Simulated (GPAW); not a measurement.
Entries from a set of simulations; values are calculated unless marked as measured.

Quasiparticle gap of AgCl (Chlorargyrite) in GPAW. It takes space group Fm-3m (No. 225, cubic). Conventional cell: a = 5.470 Å, b = 5.470 Å, c = 5.470 Å, α = 90.00°, β = 90.00°, γ = 90.00°. Nearest to Ag lie 6 Cl at 2.74 Å. Nearest to Cl lie 6 Ag at 2.74 Å. Farther neighbours, and contacts between anions beyond the nearest, are not listed. The calculation used DFT, LDA, plane waves, PAW (and 1 further level or step) in GPAW 26.7.0, with cutoff 450 eV, GPAW PAW setups 1.2.1 data release, 6×6×6 k-mesh, nbands 225. The LDA gap is 0.60 eV, indirect, the G0W0 gap on the mesh is 1.82 eV and the GW settings are 6×6×6 mesh, 215 bands, screening to 175 eV, Godby-Needs plasmon pole. The known limits are short of the basis limit; d shell near the gap, gap tends to lie low; no spin-orbit coupling; coarse k mesh. It took 4 runs, 10 min in all on 4 MPI ranks of Intel Xeon Platinum 8259CL at 2.50GHz (Skylake/Cascade Lake), shared host. G0W0 moves the gap on the mesh from 0.60 eV to 1.82 eV (+1.22 eV), with Z of 0.79 and 0.82 at the edges. The dearest step here is «screening and self-energy». The database entry behind the starting cell differs from other determinations of this structure. The cell and positions come from the Crystallography Open Database and are kept as given unless a step says otherwise. Limits: no spin-orbit coupling. The 6×6×6 mesh is coarse for this cell, which bears on the long-range parts of exchange and screening.

```xyz
2
Lattice="0.0000 2.7350 2.7350 2.7350 0.0000 2.7350 2.7350 2.7350 0.0000" Properties=species:S:1:pos:R:3 pbc="T T T"
Ag    0.0000    0.0000    0.0000
Cl    2.7350    2.7350    2.7350
```

[Long decimals in the printed logs are rounded to 6 places.]

[Logs are printed without paths, hosts, clocks, repeated set-up lines and the standing remarks that a program may print on its own settings, such as how far it seeks lower states.]

[Paths, hosts, dates, memory and timing lines, banners, echoed tables and standing remarks are left out of the program output; an Ansatz launch command may be rebuilt from the run's recorded settings. Measured values are a selection of at most five: reports struck by readers or far from the other reports are left out. None is set beside runs whose start may be inverted or whose files or cutoffs have a known fault.]

[Runs of the session that timed out or met a known fault of the program may be left out.]

[Hosts, paths, dates, database ids (printed as entryN), source tags and the programs' standing remarks are cut or masked in the printed files.]

[Where the starting crystal was built by hand or by swapping elements, it need not be the compound's stable phase.]
